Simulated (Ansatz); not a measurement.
**Ir wire along [110], 19 atoms a period: bands along the axis**

What gap, if any, does the Ir wire along [110], 19 atoms a period have, and how many channels would it open?

Calculated with Ansatz 0.2.0; DFT PBE, plane waves, PAW; relaxation of a wire's period; PAW set soft_1, in the first sound run; inputs show where later runs differ.

**1. Starting point**

The cell holds 19 atoms: 19 Ir. Cell: a = 14.540 Å, b = 17.746 Å, c = 2.737 Å, α = 90.0°, β = 90.0°, γ = 90.0°. Vacuum lies along a and b. The structure's axis is c.

**2. Relaxing the period**

Band widths follow the bond lengths, so the wire is relaxed first. The atoms and the third cell vector are free; the box across stays fixed as vacuum. A Fermi-Dirac smearing is set since the result may be a metal. The pressure printed is a third of the stress's trace over the whole box, vacuum included; only the stress along the axis is relaxed.

input.yaml reads:

```yaml
crystal:
  lattice:
    - [14.54, 0.0, 0.0]
    - [0.0, 17.746, 0.0]
    - [0.0, 0.0, 2.7365032432]
  atoms:
    - { symbol: Ir, position: [0.233837689, 0.345796419, 0.0] }
    - { symbol: Ir, position: [0.233837689, 0.500000366, 0.0] }
    - { symbol: Ir, position: [0.5, 0.345796419, 0.0] }
    - { symbol: Ir, position: [0.5, 0.191592472, 0.0] }
    - { symbol: Ir, position: [0.5, 0.500000366, 0.0] }
    - { symbol: Ir, position: [0.766162311, 0.345796419, 0.0] }
    - { symbol: Ir, position: [0.766162311, 0.500000366, 0.0] }
    - { symbol: Ir, position: [0.366918845, 0.268694445, 0.5] }
    - { symbol: Ir, position: [0.366918845, 0.422898392, 0.5] }
    - { symbol: Ir, position: [0.366918845, 0.577102339, 0.5] }
    - { symbol: Ir, position: [0.366918845, 0.731306286, 0.5] }
    - { symbol: Ir, position: [0.633081155, 0.268694445, 0.5] }
    - { symbol: Ir, position: [0.633081155, 0.422898392, 0.5] }
    - { symbol: Ir, position: [0.633081155, 0.577102339, 0.5] }
    - { symbol: Ir, position: [0.633081155, 0.731306286, 0.5] }
    - { symbol: Ir, position: [0.233837689, 0.654204312, 0.0] }
    - { symbol: Ir, position: [0.5, 0.654204312, 0.0] }
    - { symbol: Ir, position: [0.5, 0.808408259, 0.0] }
    - { symbol: Ir, position: [0.766162311, 0.654204312, 0.0] }
kpoints:
  mp_grid: { grid: [1, 1, 30] }
scf:
  occupations: { method: fermi_dirac, width: 0.05 }
hamiltonian:
  xc: pbe
  pseudopotentials: { kind: paw, azcp: { folder: soft_1 } }
relax:
  cell: { fix: [a, b, alpha, beta, gamma] }
  max_steps: 45
  f_tol: 0.03
```

Run with:

```bash
$ ansatz run input.yaml --threads 4 --pin off --max-ram 16384MiB --backend cpu --events-out ev --progress --plain --runs-dir out
```

Numbers of over 12 decimals in the logs are rounded to 6 here.

Log:

```text
Engine: ansatz 0.2.0, aarch64-unknown-linux-gnu
Pseudopotentials: kind: paw
Pseudopotential: Ir, paw, valence charge 17, recommended cutoff 420 eV (normal), soft_1/Ir.paw.azcp
Functional definition: PBE
  parameter kappa = 0.804
  parameter beta = 0.066725
  exchange = pbe_x(kappa = kappa, mu = beta*pi^2/3)
  correlation = pbe_c(beta = beta)
Crystal: 19 atoms, lattice volume = 706.091 Å³
Basis set: ecut = 420 eV, 13883 PW (Γ), exchange–correlation on 200×240×40 points (8 copies of the dense FFT grid, shifted against one another)
Bands: 194, of which v1, the nominal top of the filled ones, is band 162 counted from 1 (161 counted from 0)
Symmetry: 8 space group operations
Space group: Pmmm (ITA 47), of the structure as read, at distance tolerance 8.9e-5 Å
k-points: 16 of 30
Non-local potential: Ir, projectors of the file, l = 0: 3, l = 1: 2, l = 2: 2, l = 3: 1
PAW form: soft (Blöchl's): semilocal exchange-correlation on the pseudo side does not see the compensation charge
PAW one-centre angular grid: Ir, 590 points (default); XC on 64 Gauss nodes
Initial density: superposition of atomic densities (neutral atoms: chi_scale 0, normalization atom)
Initial wavefunctions: pseudopotential atomic-orbital guess
Functional: x = pbe(κ = 0.804, μ = 0.219515), c = pbe(β = 0.066725)
SCF iter   1: F=—  HF=-226784.921406 eV  |F-HF|=—  |Δ(HF+E_count)|=         —  Δρ=3.13e-2  dr2=1.36e1  ethr=3.10e-3  ⟨swp⟩=7.6  Hψ=12863  notcnv=0  defer=54
preconditioner: auto → LDOS  [metal: Δε(μ)=0.006 eV  Ē_g=5.574 eV  σ=0.050 eV  W_gap=0.03  n_scr=132 (ndim 8)  ℏωp=18.3 eV  f_vac=0.496  D(μ)=35.90/eV (n_scr^D=356)  β→1.0]
SCF iter   2: F=—  HF=-226784.957101 eV  |F-HF|=—  |Δ(HF+E_count)|=   3.57e-2  Δρ=3.03e-2  dr2=1.34e1  ethr=3.10e-3  ⟨swp⟩=3.0  Hψ=7745  notcnv=0  defer=136
SCF iter   3: F=—  HF=-226781.955409 eV  |F-HF|=—  |Δ(HF+E_count)|=    3.00e0  Δρ=3.98e-3  dr2=3.33e-1  ethr=3.10e-3  ⟨swp⟩=2.1  Hψ=4914  notcnv=0  defer=141
SCF iter   4: F=—  HF=-226781.914646 eV  |F-HF|=—  |Δ(HF+E_count)|=   4.08e-2  Δρ=2.38e-3  dr2=7.93e-2  ethr=1.03e-4  ⟨swp⟩=3.1  Hψ=7320  notcnv=0  defer=138
SCF iter   5: F=—  HF=-226781.903303 eV  |F-HF|=—  |Δ(HF+E_count)|=   1.13e-2  Δρ=8.33e-4  dr2=8.03e-3  ethr=2.46e-5  ⟨swp⟩=2.1  Hψ=5279  notcnv=0  defer=138
SCF iter   6: F=—  HF=-226781.903593 eV  |F-HF|=—  |Δ(HF+E_count)|=   2.91e-4  Δρ=3.40e-4  dr2=2.25e-3  ethr=2.48e-6  ⟨swp⟩=3.2  Hψ=5421  notcnv=0  defer=138
SCF iter   7: F=—  HF=-226781.903413 eV  |F-HF|=—  |Δ(HF+E_count)|=   1.80e-4  Δρ=1.12e-4  dr2=3.86e-4  ethr=6.96e-7  ⟨swp⟩=2.0  Hψ=4124  notcnv=0  defer=138
SCF iter   8: F=—  HF=-226781.903429 eV  |F-HF|=—  |Δ(HF+E_count)|=   1.57e-5  Δρ=5.85e-5  dr2=6.95e-5  ethr=1.19e-7  ⟨swp⟩=2.1  Hψ=4323  notcnv=0  defer=138
SCF iter   9: F=—  HF=-226781.902180 eV  |F-HF|=—  |Δ(HF+E_count)|=   1.25e-3  Δρ=2.57e-5  dr2=1.87e-5  ethr=2.15e-8  ⟨swp⟩=2.5  Hψ=4557  notcnv=0  defer=138
SCF iter  10: F=—  HF=-226781.902180 eV  |F-HF|=—  |Δ(HF+E_count)|=   6.35e-8  Δρ=1.45e-5  dr2=3.82e-6  ethr=5.79e-9  ⟨swp⟩=2.0  Hψ=4043  notcnv=0  defer=138
SCF iter  11: F=—  HF=-226781.902180 eV  |F-HF|=—  |Δ(HF+E_count)|=   5.55e-8  Δρ=5.58e-6  dr2=9.95e-7  ethr=1.18e-9  ⟨swp⟩=2.1  Hψ=4318  notcnv=0  defer=138
SCF iter  12: F=-226781.902180 eV  HF=-226781.902180 eV  |F-HF|=1.60e-9  |Δ(HF+E_count)|=   3.88e-8  Δρ=1.67e-6  dr2=2.47e-8  ethr=3.10e-11  ⟨swp⟩=3.8  Hψ=12218  notcnv=0
SCF 1 converged in 12 iterations: F = -226781.902180 eV  dr2 = 2.47e-8
  greatest PAW one-centre occupation: 1.000 electrons in one spin orbital (limit 2), on the Ir atom at site 4 (counted from 0), in its partial waves of l = 0
relax step   1: F+E_penalty+E_count = -226781.90217980 eV  Δ(F+E_penalty+E_count) = +0.000e0 eV  max|allowed force component| = 1.763e0 eV/Å  Δτ_max = 0.0000 Å  P = -6.487 GPa  Ω = 706.091 Å³  fix = [a, b, alpha, beta, gamma]  reactions: a -5.792, b -5.950 GPa  (12 SCF iters, dr2 threshold 1.00e-7 eV, accepted)
Crystal: 19 atoms, lattice volume = 678.837 Å³
Basis set: ecut = 420 eV, 13351 PW (Γ), exchange–correlation on 200×240×40 points (8 copies of the dense FFT grid, shifted against one another)
Initial density: handed on by an earlier stage of this run
Initial wavefunctions: those handed on with the density
iter 1 solved again at ethr=9.15e-4 eV; its pass at ethr=3.10e-3 eV (dr2=2.96e0 eV) is discarded
SCF iter   1: F=—  HF=-226782.823128 eV  |F-HF|=—  |Δ(HF+E_count)|=         —  Δρ=1.28e-2  dr2=2.96e0  ethr=9.15e-4  ⟨swp⟩=2.8  Hψ=16364  notcnv=0
preconditioner: auto → LDOS  [metal: Δε(μ)=0.004 eV  Ē_g=6.032 eV  σ=0.050 eV  W_gap=0.02  n_scr=120 (ndim 8)  ℏωp=18.6 eV  f_vac=0.520  D(μ)=29.63/eV (n_scr^D=268)  β→1.0]
SCF iter   2: F=—  HF=-226782.780702 eV  |F-HF|=—  |Δ(HF+E_count)|=   4.24e-2  Δρ=6.89e-3  dr2=5.70e-1  ethr=9.15e-4  ⟨swp⟩=2.5  Hψ=4982  notcnv=0
SCF iter   3: F=—  HF=-226782.692086 eV  |F-HF|=—  |Δ(HF+E_count)|=   8.86e-2  Δρ=3.29e-3  dr2=2.28e-1  ethr=1.76e-4  ⟨swp⟩=3.4  Hψ=6160  notcnv=0
SCF iter   4: F=—  HF=-226782.659714 eV  |F-HF|=—  |Δ(HF+E_count)|=   3.24e-2  Δρ=1.48e-3  dr2=5.03e-2  ethr=7.07e-5  ⟨swp⟩=2.0  Hψ=5286  notcnv=0  defer=141
SCF iter   5: F=—  HF=-226782.657210 eV  |F-HF|=—  |Δ(HF+E_count)|=   2.50e-3  Δρ=4.62e-4  dr2=3.76e-3  ethr=1.56e-5  ⟨swp⟩=1.2  Hψ=2942  notcnv=0  defer=141
SCF iter   6: F=—  HF=-226782.657561 eV  |F-HF|=—  |Δ(HF+E_count)|=   3.51e-4  Δρ=1.52e-4  dr2=3.01e-4  ethr=1.16e-6  ⟨swp⟩=3.2  Hψ=6309  notcnv=0  defer=141
SCF iter   7: F=—  HF=-226782.656229 eV  |F-HF|=—  |Δ(HF+E_count)|=   1.33e-3  Δρ=4.45e-5  dr2=2.44e-5  ethr=9.31e-8  ⟨swp⟩=2.1  Hψ=4436  notcnv=0  defer=141
SCF iter   8: F=—  HF=-226782.656230 eV  |F-HF|=—  |Δ(HF+E_count)|=   4.19e-7  Δρ=1.86e-5  dr2=3.92e-6  ethr=7.55e-9  ⟨swp⟩=2.1  Hψ=4465  notcnv=0  defer=141
SCF iter   9: F=-226782.656230 eV  HF=-226782.656230 eV  |F-HF|=2.17e-7  |Δ(HF+E_count)|=   3.10e-7  Δρ=5.33e-6  dr2=3.84e-7  ethr=5.88e-10  ⟨swp⟩=5.0  Hψ=11261  notcnv=0
SCF 2 converged in 9 iterations: F = -226782.656230 eV  dr2 = 3.84e-7
  greatest PAW one-centre occupation: 1.000 electrons in one spin orbital (limit 2), on the Ir atom at site 13 (counted from 0), in its partial waves of l = 0
relax step   2: F+E_penalty+E_count = -226782.65622971 eV  Δ(F+E_penalty+E_count) = -7.540e-1 eV  max|allowed force component| = 8.591e-1 eV/Å  Δτ_max = 0.1948 Å  P = +3.928 GPa  Ω = 678.837 Å³  energy of the carried Pulay correction = +5.241e-3 eV  fix = [a, b, alpha, beta, gamma]  reactions: a +3.357, b +2.336 GPa  (9 SCF iters, dr2 threshold 1.90e-6 eV, accepted)
Crystal: 19 atoms, lattice volume = 692.109 Å³
Basis set: ecut = 420 eV, 13603 PW (Γ), exchange–correlation on 200×240×40 points (8 copies of the dense FFT grid, shifted against one another)
iter 1 solved again at ethr=1.02e-4 eV; its pass at ethr=3.10e-3 eV (dr2=3.31e-1 eV) is discarded
SCF iter   1: F=—  HF=-226783.028847 eV  |F-HF|=—  |Δ(HF+E_count)|=         —  Δρ=4.65e-3  dr2=3.36e-1  ethr=1.02e-4  ⟨swp⟩=3.2  Hψ=15040  notcnv=0
preconditioner: auto → LDOS  [metal: Δε(μ)=0.013 eV  Ē_g=5.735 eV  σ=0.050 eV  W_gap=0.06  n_scr=124 (ndim 8)  ℏωp=18.5 eV  f_vac=0.513  D(μ)=31.44/eV (n_scr^D=274)  β→1.0]
SCF iter   2: F=—  HF=-226783.024732 eV  |F-HF|=—  |Δ(HF+E_count)|=   4.11e-3  Δρ=2.67e-3  dr2=7.79e-2  ethr=1.02e-4  ⟨swp⟩=2.0  Hψ=4992  notcnv=0
SCF iter   3: F=—  HF=-226783.010554 eV  |F-HF|=—  |Δ(HF+E_count)|=   1.42e-2  Δρ=1.10e-3  dr2=2.42e-2  ethr=2.41e-5  ⟨swp⟩=2.2  Hψ=5822  notcnv=0
SCF iter   4: F=—  HF=-226783.006691 eV  |F-HF|=—  |Δ(HF+E_count)|=   3.86e-3  Δρ=4.37e-4  dr2=4.36e-3  ethr=7.48e-6  ⟨swp⟩=2.2  Hψ=4806  notcnv=0
SCF iter   5: F=—  HF=-226783.006508 eV  |F-HF|=—  |Δ(HF+E_count)|=   1.83e-4  Δρ=1.57e-4  dr2=5.26e-4  ethr=1.35e-6  ⟨swp⟩=1.6  Hψ=3214  notcnv=0
SCF iter   6: F=—  HF=-226783.005159 eV  |F-HF|=—  |Δ(HF+E_count)|=   1.35e-3  Δρ=4.18e-5  dr2=5.15e-5  ethr=1.63e-7  ⟨swp⟩=2.0  Hψ=4411  notcnv=0
SCF iter   7: F=—  HF=-226783.005164 eV  |F-HF|=—  |Δ(HF+E_count)|=   5.14e-6  Δρ=1.35e-5  dr2=2.98e-6  ethr=1.59e-8  ⟨swp⟩=2.3  Hψ=5029  notcnv=0
SCF iter   8: F=-226783.005163 eV  HF=-226783.005164 eV  |F-HF|=4.17e-7  |Δ(HF+E_count)|=   3.83e-8  Δρ=4.82e-6  dr2=5.17e-7  ethr=5.88e-10  ⟨swp⟩=5.0  Hψ=11050  notcnv=0
SCF 3 converged in 8 iterations: F = -226783.005163 eV  dr2 = 5.17e-7
relax step   3: F+E_penalty+E_count = -226783.00516331 eV  Δ(F+E_penalty+E_count) = -3.489e-1 eV  max|allowed force component| = 2.032e-1 eV/Å  Δτ_max = 0.0517 Å  P = -0.578 GPa  Ω = 692.109 Å³  energy of the carried Pulay correction = +2.646e-3 eV  fix = [a, b, alpha, beta, gamma]  reactions: a -0.634, b -0.278 GPa  (8 SCF iters, dr2 threshold 1.90e-6 eV, accepted)
Crystal: 19 atoms, lattice volume = 690.586 Å³
Basis set: ecut = 420 eV, 13591 PW (Γ), exchange–correlation on 200×240×40 points (8 copies of the dense FFT grid, shifted against one another)
iter 1 solved again at ethr=3.75e-6 eV; its pass at ethr=3.10e-3 eV (dr2=1.21e-2 eV) is discarded
SCF iter   1: F=—  HF=-226783.020781 eV  |F-HF|=—  |Δ(HF+E_count)|=         —  Δρ=1.03e-3  dr2=1.15e-2  ethr=3.75e-6  ⟨swp⟩=3.8  Hψ=13851  notcnv=0
preconditioner: auto → LDOS  [metal: Δε(μ)=0.003 eV  Ē_g=5.778 eV  σ=0.050 eV  W_gap=0.02  n_scr=124 (ndim 8)  ℏωp=18.5 eV  f_vac=0.514  D(μ)=31.13/eV (n_scr^D=270)  β→1.0]
SCF iter   2: F=—  HF=-226783.020393 eV  |F-HF|=—  |Δ(HF+E_count)|=   3.88e-4  Δρ=5.35e-4  dr2=2.95e-3  ethr=3.55e-6  ⟨swp⟩=2.0  Hψ=4784  notcnv=0
SCF iter   3: F=—  HF=-226783.019921 eV  |F-HF|=—  |Δ(HF+E_count)|=   4.72e-4  Δρ=2.20e-4  dr2=9.26e-4  ethr=9.13e-7  ⟨swp⟩=3.2  Hψ=6568  notcnv=0
SCF iter   4: F=—  HF=-226783.018440 eV  |F-HF|=—  |Δ(HF+E_count)|=   1.48e-3  Δρ=8.86e-5  dr2=1.47e-4  ethr=2.87e-7  ⟨swp⟩=2.6  Hψ=4860  notcnv=0
SCF iter   5: F=—  HF=-226783.018432 eV  |F-HF|=—  |Δ(HF+E_count)|=   7.80e-6  Δρ=3.20e-5  dr2=1.97e-5  ethr=4.56e-8  ⟨swp⟩=1.9  Hψ=3615  notcnv=0
SCF iter   6: F=—  HF=-226783.018433 eV  |F-HF|=—  |Δ(HF+E_count)|=   1.57e-6  Δρ=9.44e-6  dr2=2.10e-6  ethr=6.10e-9  ⟨swp⟩=1.9  Hψ=4281  notcnv=0
SCF iter   7: F=-226783.018433 eV  HF=-226783.018434 eV  |F-HF|=1.89e-7  |Δ(HF+E_count)|=   2.15e-7  Δρ=2.72e-6  dr2=2.17e-7  ethr=5.88e-10  ⟨swp⟩=4.4  Hψ=9865  notcnv=0
SCF 4 converged in 7 iterations: F = -226783.018433 eV  dr2 = 2.17e-7
relax step   4: F+E_penalty+E_count = -226783.01843346 eV  Δ(F+E_penalty+E_count) = -1.327e-2 eV  max|allowed force component| = 5.656e-2 eV/Å  Δτ_max = 0.0119 Å  P = -0.041 GPa  Ω = 690.586 Å³  energy of the carried Pulay correction = +2.940e-3 eV  fix = [a, b, alpha, beta, gamma]  reactions: a -0.051, b -0.034 GPa  (7 SCF iters, dr2 threshold 1.90e-6 eV, accepted)
Crystal: 19 atoms, lattice volume = 690.478 Å³
Basis set: ecut = 420 eV, 13583 PW (Γ), exchange–correlation on 200×240×40 points (8 copies of the dense FFT grid, shifted against one another)
iter 1 solved again at ethr=2.02e-7 eV; its pass at ethr=3.10e-3 eV (dr2=6.51e-4 eV) is discarded
SCF iter   1: F=—  HF=-226783.020424 eV  |F-HF|=—  |Δ(HF+E_count)|=         —  Δρ=2.68e-4  dr2=6.39e-4  ethr=2.02e-7  ⟨swp⟩=2.2  Hψ=10609  notcnv=0
preconditioner: auto → LDOS  [metal: Δε(μ)=0.001 eV  Ē_g=5.778 eV  σ=0.050 eV  W_gap=0.01  n_scr=124 (ndim 8)  ℏωp=18.5 eV  f_vac=0.514  D(μ)=31.03/eV (n_scr^D=270)  β→1.0]
SCF iter   2: F=—  HF=-226783.020387 eV  |F-HF|=—  |Δ(HF+E_count)|=   3.70e-5  Δρ=1.43e-4  dr2=1.60e-4  ethr=1.98e-7  ⟨swp⟩=2.0  Hψ=4658  notcnv=0
SCF iter   3: F=—  HF=-226783.019041 eV  |F-HF|=—  |Δ(HF+E_count)|=   1.35e-3  Δρ=4.13e-5  dr2=2.49e-5  ethr=4.95e-8  ⟨swp⟩=2.7  Hψ=5755  notcnv=0
SCF iter   4: F=—  HF=-226783.019036 eV  |F-HF|=—  |Δ(HF+E_count)|=   5.54e-6  Δρ=1.11e-5  dr2=1.46e-6  ethr=7.71e-9  ⟨swp⟩=2.6  Hψ=5232  notcnv=0
SCF iter   5: F=—  HF=-226783.019036 eV  |F-HF|=—  |Δ(HF+E_count)|=   8.62e-8  Δρ=3.46e-6  dr2=2.07e-7  ethr=6.19e-11  ⟨swp⟩=5.3  Hψ=11860  notcnv=0
SCF iter   6: F=-226783.019036 eV  HF=-226783.019036 eV  |F-HF|=2.50e-8  |Δ(HF+E_count)|=   2.45e-8  Δρ=1.63e-6  dr2=4.40e-8  ethr=6.19e-11  ⟨swp⟩=4.0  Hψ=8944  notcnv=0
SCF 5 converged in 6 iterations: F = -226783.019036 eV  dr2 = 4.40e-8
relax step   5: F+E_penalty+E_count = -226783.01903565 eV  Δ(F+E_penalty+E_count) = -6.022e-4 eV  max|allowed force component| = 1.307e-2 eV/Å  Δτ_max = 0.0030 Å  P = -0.013 GPa  Ω = 690.478 Å³  energy of the carried Pulay correction = +2.960e-3 eV  fix = [a, b, alpha, beta, gamma]  reactions: a -0.044, b -0.001 GPa  (6 SCF iters, dr2 threshold 2.00e-7 eV, accepted)
Basis set: ecut = 420 eV, 13583 PW (Γ), exchange–correlation on 200×240×36 points (8 copies of the dense FFT grid, shifted against one another)
Initial wavefunctions: pseudopotential atomic-orbital guess (no wavefunctions were taken with the density)
iter 1 solved again at ethr=1.74e-7 eV; its pass at ethr=3.10e-3 eV (dr2=5.62e-4 eV) is discarded
SCF iter   1: F=—  HF=-226783.016224 eV  |F-HF|=—  |Δ(HF+E_count)|=         —  Δρ=4.95e-5  dr2=2.91e-6  ethr=1.74e-7  ⟨swp⟩=5.0  Hψ=24774  notcnv=0
SCF iter   2: F=—  HF=-226783.015496 eV  |F-HF|=—  |Δ(HF+E_count)|=   7.28e-4  Δρ=1.13e-5  dr2=5.59e-7  ethr=9.02e-10  ⟨swp⟩=3.1  Hψ=6838  notcnv=0
SCF iter   3: F=—  HF=-226783.015496 eV  |F-HF|=—  |Δ(HF+E_count)|=   1.25e-7  Δρ=4.17e-6  dr2=1.44e-7  ethr=1.73e-10  ⟨swp⟩=2.6  Hψ=5965  notcnv=0
SCF iter   4: F=—  HF=-226783.015496 eV  |F-HF|=—  |Δ(HF+E_count)|=   2.86e-8  Δρ=9.74e-7  dr2=9.59e-9  ethr=4.45e-11  ⟨swp⟩=2.8  Hψ=5484  notcnv=0
SCF iter   5: F=—  HF=-226783.015496 eV  |F-HF|=—  |Δ(HF+E_count)|=   1.11e-9  Δρ=3.05e-7  dr2=1.10e-9  ethr=2.97e-12  ⟨swp⟩=2.2  Hψ=5300  notcnv=0
SCF iter   6: F=—  HF=-226783.015496 eV  |F-HF|=—  |Δ(HF+E_count)|=  2.91e-11  Δρ=1.44e-7  dr2=2.93e-10  ethr=1.00e-12  ⟨swp⟩=5.6  Hψ=11644  notcnv=0
SCF iter   7: F=-226783.015496 eV  HF=-226783.015496 eV  |F-HF|=5.82e-11  |Δ(HF+E_count)|=  2.91e-11  Δρ=5.74e-8  dr2=5.85e-11  ethr=1.00e-12  ⟨swp⟩=4.8  Hψ=9978  notcnv=0
SCF 6 converged in 7 iterations: F = -226783.015496 eV  dr2 = 5.85e-11
relax step   6: F+E_penalty+E_count = -226783.01549560 eV  Δ(F+E_penalty+E_count) = +3.540e-3 eV  max|allowed force component| = 1.315e-2 eV/Å  Δτ_max = 0.0000 Å  P = -0.007 GPa  Ω = 690.478 Å³  fix = [a, b, alpha, beta, gamma]  reactions: a -0.039, b +0.003 GPa  stress off target by 1.57e-2 GPa on what of the cell is left free  SCF on the basis re-selected at this cell (its energy is not comparable with the rows above)  (7 SCF iters)
basis re-selected at this cell: Δ(F+E_penalty+E_count) = +3.540e-3 eV, ΔP = +0.006 GPa vs the last step (what re-selecting the basis moved, of the pressure what is left beyond the Pulay correction that the steps carried, after the strain that the cell walked since its last selection, with what the two solves' SCF thresholds leave and, on support functions, any second-order correction that the steps lacked; it is no measure of the basis error at this ecutwfc). The dense FFT grid was sized anew with the basis: this SCF ran on 100×120×18 points, the steps before it on 100×120×20, so part of this shift can come from that change (see relax.cell in the input reference). [rest of the remark cut]
SCF converged after 7 iterations
Free energy (F): -226783.015496 eV
Harris-Foulkes:  -226783.015496 eV  (|F-HF|=5.82e-11)
Internal energy: -226782.766222 eV  (E = F + TS)
E sigma→0 (E₀):  -226782.890859 eV
Entropy (-TS):   -0.249274 eV (-13.120 meV/atom)
Fermi energy:    6.785324 eV
--- Per-component energies (eV) ---
  E_band       = -7556.852424
  E_kinetic    = 10246.446038
  E_local      = -242351.428158  (includes V_loc(G=0)·N_el)
  E_nonlocal   = 3618.080331
  E_hartree    = 115558.408354
  E_xc         = -4355.930898
  E_vxc        = -4850.810145  (∫ρ·V_xc dr)
  E_paw        = -176041.470710  (= ΣΔE_a)
  E_vpaw       = -5335.963284  (= ΣTr[D̂ρ^β])
  E_aug_tail   = 0.006611  (compensation charges beyond the density's cutoff)
  E_ewald      = 66543.122212
  E_smearing   = -0.249274  (= −TS)
  E_closure    = -0.000000  (closes the sum)
  Σ components = -226783.015496   (vs F -226783.015496, Δ=0.00e0)
--- Forces (eV/Å), atoms counted from 1 ---
  atom   1  Ir     0.00727266    -0.00666904     0.00000000
  atom   2  Ir     0.00134682     0.00000000     0.00000000
  atom   3  Ir     0.00000000    -0.00693933     0.00000000
  atom   4  Ir    -0.00000000     0.00204087    -0.00000000
  atom   5  Ir     0.00000000    -0.00000000     0.00000000
  atom   6  Ir    -0.00727266    -0.00666904    -0.00000000
  atom   7  Ir    -0.00134682    -0.00000000    -0.00000000
  atom   8  Ir    -0.01314848     0.00293255    -0.00000000
  atom   9  Ir    -0.00059391     0.00452457    -0.00000000
  atom  10  Ir    -0.00059391    -0.00452457    -0.00000000
  atom  11  Ir    -0.01314848    -0.00293255    -0.00000000
  atom  12  Ir     0.01314848     0.00293255     0.00000000
  atom  13  Ir     0.00059391     0.00452457     0.00000000
  atom  14  Ir     0.00059391    -0.00452457     0.00000000
  atom  15  Ir     0.01314848    -0.00293255     0.00000000
  atom  16  Ir     0.00727266     0.00666904     0.00000000
  atom  17  Ir     0.00000000     0.00693933    -0.00000000
  atom  18  Ir     0.00000000    -0.00204087     0.00000000
  atom  19  Ir    -0.00727266     0.00666904    -0.00000000
  max |Σ_I F_I| component: 2.60e-18 eV/Å
--- Stress (GPa, compression-positive) ---
       -0.039146       0.000000      -0.000000
        0.000000       0.003413      -0.000000
       -0.000000      -0.000000       0.015678
  P = ⅓ Tr σ = -0.0067 GPa (-0.067 kbar)
--- Relaxed structure (5 steps of the walk, 5 accepted, 1 SCFs on fresh bases) ---
  F+E_penalty+E_count = -226783.01549560 eV   max|allowed force component| = 1.315e-2 eV/Å   (the final SCF, on the basis selected at the relaxed cell)
  cell:  # Å, volume = 690.4785 Å³
    - [14.54, 0, 0]
    - [0, 17.746, 0]
    - [0, 0, 2.675995]
  atoms:
    - { symbol: Ir, position: [0.240796, 0.347706, -2.052266352625716e-18] }
    - { symbol: Ir, position: [0.236812, 0.500000, -8.771803035569658e-19] }
    - { symbol: Ir, position: [0.500000, 0.348368, 0] }
    - { symbol: Ir, position: [0.500000, 0.201156, 0] }
    - { symbol: Ir, position: [0.500000, 0.500000, 0] }
    - { symbol: Ir, position: [0.759204, 0.347706, 2.0522663526257164e-18] }
    - { symbol: Ir, position: [0.763188, 0.500000, 8.771803035569664e-19] }
    - { symbol: Ir, position: [0.366943, 0.271066, 0.500000] }
    - { symbol: Ir, position: [0.366686, 0.424368, 0.500000] }
    - { symbol: Ir, position: [0.366686, 0.575632, 0.500000] }
    - { symbol: Ir, position: [0.366943, 0.728934, 0.500000] }
    - { symbol: Ir, position: [0.633057, 0.271066, 0.500000] }
    - { symbol: Ir, position: [0.633314, 0.424368, 0.500000] }
    - { symbol: Ir, position: [0.633314, 0.575632, 0.500000] }
    - { symbol: Ir, position: [0.633057, 0.728934, 0.500000] }
    - { symbol: Ir, position: [0.240796, 0.652294, -2.0522663526257164e-18] }
    - { symbol: Ir, position: [0.500000, 0.651632, 0] }
    - { symbol: Ir, position: [0.500000, 0.798844, 0] }
    - { symbol: Ir, position: [0.759204, 0.652294, 2.0522663526257164e-18] }
```

Wall time 5.3 min (4 threads of Arm Neoverse V1, shared host); peak memory 3.4 GiB.

(Continued in part 2 of 2.)

[Logs are printed without paths, hosts, clocks, repeated set-up lines and the standing remarks that a program may print on its own settings, such as how far it seeks lower states.]

[Hosts, paths, dates, database ids (printed as entryN), source tags and the programs' standing remarks are cut or masked in the printed files.]
